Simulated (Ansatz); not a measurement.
# Work function of W(110): what the settings cost and change

Aim: the work function of W(110) across levels of theory at one geometry.

Method: plane-wave DFT, PBE, Ansatz PAW, in the first sound run; inputs show where later runs differ, in Ansatz 0.2.0.

The experiments to compare with:

“Anisotropic work function of elemental crystals” (2019, arxiv:1902.07811) quotes from earlier work for W (clean (110) face, a compiled value): work function (clean (110) face, a compiled value) 5.25 eV.

Report form: inputs, costs, results and the conclusion, without the logs.

**1. Starting point**

The cell holds 7 atoms: 7 W. Its edges and angles: a = 2.737 Å, b = 2.737 Å, c = 31.407 Å, α = 90.0°, β = 90.0°, γ = 70.5°. Vacuum lies along c.

**2. Run, setting PBE, Ansatz PAW (420 eV)**

A work function rests on the faint tail of the density, so the SCF threshold is tight. PBE on the default files comes first; the next runs keep the geometry and change functional or files, each at the cutoff that its files recommend; a relaxation and, for heavy metals, spin-orbit coupling close the ladder.

input.yaml

```yaml
crystal:
  lattice:
    - [2.2344574285, -1.58, 0.0]
    - [2.2344574285, 1.58, 0.0]
    - [0.0, 0.0, 31.4067445713]
  atoms:
    - { symbol: W, position: [0.0, 0.0, 0.2865626515] }
    - { symbol: W, position: [0.5, 0.5, 0.3577084343] }
    - { symbol: W, position: [0.0, 0.0, 0.4288542172] }
    - { symbol: W, position: [0.5, 0.5, 0.5] }
    - { symbol: W, position: [0.0, 0.0, 0.5711457828] }
    - { symbol: W, position: [0.5, 0.5, 0.6422915657] }
    - { symbol: W, position: [0.0, 0.0, 0.7134373485] }
kpoints:
  mp_grid: { grid: [16, 16, 1] }
hamiltonian:
  xc: pbe
scf:
  occupations: { method: fermi_dirac, width: 0.1 }
  convergence: { dr2_threshold: 1.0e-09 }
efield:
  axis: 3
  dipole_correction: true
  ramp_position: 0.97
  ramp_width: 0.06
output:
  write_potential: true
  write_density: true
  volumetric_format: npy
  elf: true
```

Run with:

```sh
$ ansatz run input.yaml --threads 4 --pin off --max-ram 6144MiB --backend cpu --events-out ev --progress --plain --runs-dir out
```

Wall time 95 s (4 threads of Arm Neoverse N1, shared host); peak memory 1.4 GiB.

Numbers from this step:

```yaml
energy_at_zero_smearing: -72690.8442 eV
work_function_upper_face: 4.900 eV
```

Running mean over 2.234 Å of the planar mean; the ramp of the sawtooth is left out. The electron's electrostatic potential energy less the Fermi level by z:

```
z (Å)  electron's electrostatic potential energy less the Fermi level (eV)
  3.5                                                                 4.90
  4.0                                                                 4.90
  4.5                                                                 4.90
  5.0                                                                 4.89
  5.5                                                                 4.86
  6.0                                                                 4.76
  6.5                                                                 4.42
  7.0                                                                 3.30
  7.5                                                               -0.118
  8.0                                                                -5.73
  8.5                                                                -10.4
  9.0                                                                -12.2
  9.5                                                                -12.4
 10.0                                                                -12.6
 10.5                                                                -12.7
 11.0                                                                -12.7
 11.5                                                                -12.8
 12.0                                                                -12.8
 12.5                                                                -12.7
 13.0                                                                -12.7
 13.5                                                                -12.7
 14.0                                                                -12.7
 14.5                                                                -12.7
 15.0                                                                -12.7
 15.5                                                                -12.7
 16.0                                                                -12.7
 16.5                                                                -12.7
 17.0                                                                -12.7
 17.5                                                                -12.7
 18.0                                                                -12.7
 18.5                                                                -12.7
 19.0                                                                -12.8
 19.5                                                                -12.8
 20.0                                                                -12.8
 20.5                                                                -12.7
 21.0                                                                -12.7
 21.5                                                                -12.5
 22.0                                                                -12.4
 22.5                                                                -12.0
 23.0                                                                -9.78
 23.5                                                                -4.64
 24.0                                                                0.766
 24.5                                                                 3.61
 25.0                                                                 4.52
 25.5                                                                 4.79
 26.0                                                                 4.87
 26.5                                                                 4.89
 27.0                                                                 4.90
 27.5                                                                 4.90
 28.0                                                                 4.90
```

Electrostatic potential energy in the ca plane at fractional y = 0.000, with atoms of W within 0.2 Å of it. With pseudopotentials it is smooth inside the atoms' cores, unlike the true potential.

Values in eV, 5 rows by 16 columns, each cell a mean:
```
  8 -21 -46   2   8   2 -46 -21   8   8 -21 -46   3  13  14  14
  7   1 -10   7   6   7 -10   1   7   7   1  -9   9  13  14  14
  7   7   3   9   5   9   3   7   7   7   7   4  11  14  14  14
  7  -7 -24   6   7   6 -24  -7   7   7  -7 -23   7  13  14  14
  8 -26 -51   1   9   1 -51 -26   8   8 -27 -51   1  13  14  14
```
Columns run along c (16.0 Å, from fractional 0.36 to 0.87 of the cell; values clipped at the 3rd and 97th percentile), rows up along a (2.7 Å). Atoms in or near the plane, at fractional coordinates: W at (0.43, 0.00), W at (0.57, 0.00), W at (0.71, 0.00).

ELF in the ca plane at fractional y = 0.000, with atoms of W within 0.2 Å of it. It is the smooth field of the valence electrons, not physical close to the nuclei.

Ten even steps from '0' (0.00) to '9' (0.72), each cell a mean:
```
56548759546555537858735545654866941100000000
45535897346545644898436544653699621110000000
45643453466545653454356544564355434321000000
55665445666555665444566555565445666531000000
55654444566555664444466554565344455431000000
45534785356445643686346544553577522211000000
45537888446545535988635544654888831110000000
56549428646556538716835655645823951000000000
```
Columns run along c (16.0 Å, from fractional 0.36 to 0.87 of the cell), rows up along a (2.7 Å). Atoms in or near the plane, at fractional coordinates: W at (0.43, 0.00), W at (0.57, 0.00), W at (0.71, 0.00).

Valence density in the ca plane at fractional y = 0.000, with atoms of W within 0.2 Å of it. It is the smooth field of the valence electrons, not physical close to the nuclei.

Ten even steps from '0' (0.0 e/Å³) to '9' (5.0 e/Å³), each cell a mean:
```
00015997200000003999410000002799610000000000
00002663100000001465200000001366300000000000
00000121000000000121000000000111100000000000
00000000000000000000000000000000000000000000
00000110000000000011000000000011000000000000
00001342000000001343100000000244100000000000
00014896200000002798300000001599510000000000
00016988300000014989510000002899710000000000
```
Columns run along c (16.0 Å, from fractional 0.36 to 0.87 of the cell), rows up along a (2.7 Å). Atoms in or near the plane, at fractional coordinates: W at (0.43, 0.00), W at (0.57, 0.00), W at (0.71, 0.00).

The work function is 4.900 eV.

**3. Slab**

This step: plane-wave DFT, LDA, Ansatz PAW (Ansatz 0.2.0).

Changes to input.yaml since step 2:

```diff
@@ -16,3 +16,3 @@
 hamiltonian:
-  xc: pbe
+  xc: lda
 scf:
@@ -29,2 +29 @@
   volumetric_format: npy
-  elf: true
```

The job ended after 98 s (4 threads; peak memory 1.4 GiB).

The work function is 5.171 eV, +0.271 eV from the run “PBE, Ansatz PAW (420 eV)”, at 1.0 times its CPU time.

**4. Run**

This step: plane-wave DFT, PBEsol, Ansatz PAW (Ansatz 0.2.0).

Changes to input.yaml since step 3:

```diff
@@ -16,3 +16,3 @@
 hamiltonian:
-  xc: lda
+  xc: pbesol
 scf:
```

Elapsed: 1.7 min, on 4 threads; peak memory 1.4 GiB.

The work function is 5.005 eV, +0.105 eV from the run “PBE, Ansatz PAW (420 eV)”, at 1.0 times its CPU time.

**5. Slab**

This step: plane-wave DFT, RPBE, Ansatz PAW (Ansatz 0.2.0).

Changes to input.yaml since step 4:

```diff
@@ -16,3 +16,3 @@
 hamiltonian:
-  xc: pbesol
+  xc: rpbe
 scf:
```

It took 1.7 min on 4 threads; peak memory 1.4 GiB; 5.5 min of CPU time.

The work function is 4.765 eV, -0.134 eV from the run “PBE, Ansatz PAW (420 eV)”, at 1.0 times its CPU time.

**6. Slab**

This step: plane-wave DFT, r2SCAN, Ansatz PAW (Ansatz 0.2.0).

Changes to input.yaml since step 5:

```diff
@@ -16,3 +16,3 @@
 hamiltonian:
-  xc: rpbe
+  xc: r2scan
 scf:
```

Run time: 3 min. Hardware: 4 threads; peak memory 2 GiB; 10 min of CPU time.

The work function is 4.977 eV, +0.077 eV from the run “PBE, Ansatz PAW (420 eV)”, at 1.9 times its CPU time.

**7. Slab**

This step: plane-wave DFT, PBE, JTH PAW (Ansatz 0.2.0).

Changes to input.yaml since step 6:

```diff
@@ -16,3 +16,4 @@
 hamiltonian:
-  xc: r2scan
+  xc: pbe
+  pseudopotentials: { kind: paw, source: jth }
 scf:
```

The job ended after 8.1 min (4 threads; peak memory 6.2 GiB).

The work function is 4.902 eV, +0.002 eV from the run “PBE, Ansatz PAW (420 eV)”, at 5.3 times its CPU time.

**8. Slab**

This step: plane-wave DFT, PBE, norm-conserving (Ansatz 0.2.0).

Changes to input.yaml since step 7:

```diff
@@ -17,3 +17,3 @@
   xc: pbe
-  pseudopotentials: { kind: paw, source: jth }
+  pseudopotentials: { kind: nc }
 scf:
```

Run time: 6.9 min. Hardware: 4 threads; peak memory 3.8 GiB; 24 min of CPU time.

The work function is 4.902 eV, +0.002 eV from the run “PBE, Ansatz PAW (420 eV)”, at 4.6 times its CPU time.

**9. Run**

This step: plane-wave DFT, LDA, norm-conserving (Ansatz 0.2.0).

Changes to input.yaml since step 8:

```diff
@@ -16,3 +16,3 @@
 hamiltonian:
-  xc: pbe
+  xc: lda
   pseudopotentials: { kind: nc }
```

It took 5.9 min on 4 threads; peak memory 3.5 GiB.

The work function is 5.173 eV, +0.273 eV from the run “PBE, Ansatz PAW (420 eV)”, at 4.0 times its CPU time.

**10. Run, setting PBE, all layers relaxed**

This step: plane-wave DFT, PBE, Ansatz PAW (Ansatz 0.2.0).

Changes to input.yaml since step 9:

```diff
@@ -16,4 +16,3 @@
 hamiltonian:
-  xc: lda
-  pseudopotentials: { kind: nc }
+  xc: pbe
 scf:
@@ -26,2 +25,5 @@
   ramp_width: 0.06
+relax:
+  f_tol: 0.01
+  max_steps: 40
 output:
```

Elapsed: 4.4 min, on 4 threads; peak memory 1.1 GiB.

The relaxation took 4 steps and lowered the energy by 0.036 eV; the largest force on the free atoms ends at 0.0022 eV/Å.

The work function is 4.839 eV, -0.060 eV from the run “PBE, Ansatz PAW (420 eV)”, at 2.9 times its CPU time.

**11. Slab**

This step: plane-wave DFT, PBE, fully relativistic PAW with spin-orbit coupling (Ansatz 0.2.0).

Changes to input.yaml since step 10:

```diff
@@ -17,2 +17,3 @@
   xc: pbe
+  pseudopotentials: { kind: paw_fr }
 scf:
@@ -25,5 +26,5 @@
   ramp_width: 0.06
-relax:
-  f_tol: 0.01
-  max_steps: 40
+magnetization:
+  noncollinear: true
+  spin_orbit: true
 output:
```

It took 13 min on 4 threads; peak memory 5.6 GiB; 50 min of CPU time.

The work function is 4.935 eV, +0.036 eV from the run “PBE, Ansatz PAW (420 eV)”, at 9.3 times its CPU time.

**12. Comparing the runs**

Times are for 4 threads of Arm Neoverse N1, shared host. The runs compared:

```csv
no.,setting,"work function, upper face (eV)",time,memory (GiB)
1,"PBE, Ansatz PAW (420 eV)",4.900,95 s,1.4
2,"LDA, Ansatz PAW (420 eV)",5.171,98 s,1.4
3,"PBEsol, Ansatz PAW (420 eV)",5.005,1.7 min,1.4
4,"RPBE, Ansatz PAW (420 eV)",4.765,1.7 min,1.4
5,"r2SCAN, Ansatz PAW (500 eV)",4.977,3 min,2.0
6,"PBE, JTH PAW (1290 eV)",4.902,8.1 min,6.2
7,"PBE, norm-conserving (1007 eV)",4.902,6.9 min,3.8
8,"LDA, norm-conserving (952 eV)",5.173,5.9 min,3.5
9,"PBE, all layers relaxed",4.839,4.4 min,1.1
10,PBE with spin-orbit coupling (420 eV),4.935,13 min,5.6
```

**13. A changed input**

This step: plane-wave DFT, PBE, Ansatz PAW (Ansatz 0.2.0).

An input spoilt on purpose, to show how the run answers: it repeats the earlier run “PBE, Ansatz PAW (420 eV)” with efield.amplitude to 1.5, and scf.max_iter set to 75; its output block differs too.

Changes to input.yaml since step 11:

```diff
@@ -17,3 +17,2 @@
   xc: pbe
-  pseudopotentials: { kind: paw_fr }
 scf:
@@ -21,2 +20,3 @@
   convergence: { dr2_threshold: 1.0e-09 }
+  max_iter: 75
 efield:
@@ -26,5 +26,3 @@
   ramp_width: 0.06
-magnetization:
-  noncollinear: true
-  spin_orbit: true
+  amplitude: 1.5
 output:
```

It took 2.1 min on 4 threads; peak memory 1.4 GiB; 7.9 min of CPU time.

In so strong a field the program warns of density in the ramp of the sawtooth; these numbers are not the system's.

**14. What came out**

```
work function, PBE, Ansatz PAW (420 eV)              : 4.900 eV
work function, LDA, Ansatz PAW (420 eV)              : 5.171 eV
work function, RPBE, Ansatz PAW (420 eV)             : 4.765 eV
work function, r2SCAN, Ansatz PAW (500 eV)           : 4.977 eV
work function, LDA, norm-conserving (952 eV)         : 5.173 eV
work function, PBE, all layers relaxed               : 4.839 eV
work function, PBE with spin-orbit coupling (420 eV) : 4.935 eV
```

**Reading.** PBE on the default files gives 4.90 eV, and the settings tried spread the value from 4.77 to 5.17 eV. At one geometry LDA lies 0.27 eV above PBE. The choice of pseudopotentials moves the PBE value by 0.002 eV. Relaxing the layers changes it by -0.060 eV. Spin-orbit coupling, on the fully relativistic files, changes it by +0.04 eV. The ladder's slabs use the tabulated experimental lattice constant (two decimals; a low-temperature value for the alkali metals).

Computed beside measured:

| quantity | measured | PBE, Ansatz PAW (420 eV) | RPBE, Ansatz PAW (420 eV) | r2SCAN, Ansatz PAW (500 eV) | LDA, norm-conserving (952 eV) | PBE, all layers relaxed | PBE with spin-orbit coupling (420 eV) |
| --- | --- | --- | --- | --- | --- | --- | --- |
| work function (clean (110) face, a compiled value) (eV) | 5.25 | 4.90 (-0.35 eV) | 4.77 (-0.48 eV) | 4.98 (-0.27 eV) | 5.17 (-0.08 eV) | 4.84 (-0.41 eV) | 4.94 (-0.31 eV) |

Measured values from arxiv:1902.07811 (2019).

Verdict: For the work function, of the levels listed nearest comes LDA, norm-conserving (952 eV) (-0.08 eV, good agreement) and farthest RPBE, Ansatz PAW (420 eV) (-0.48 eV, a clear miss).

[Long decimals in the printed logs are rounded to 6 places.]

[Logs are printed without paths, hosts, clocks, repeated set-up lines and the standing remarks that a program may print on its own settings, such as how far it seeks lower states.]

[Hosts, paths, dates, database ids (printed as entryN), source tags and the programs' standing remarks are cut or masked in the printed files.]

[Maps of the electrostatic potential energy from Ansatz leave out the sawtooth potential of an applied field or a dipole correction, so their vacuum need not be flat; planar profiles and work functions include it.]
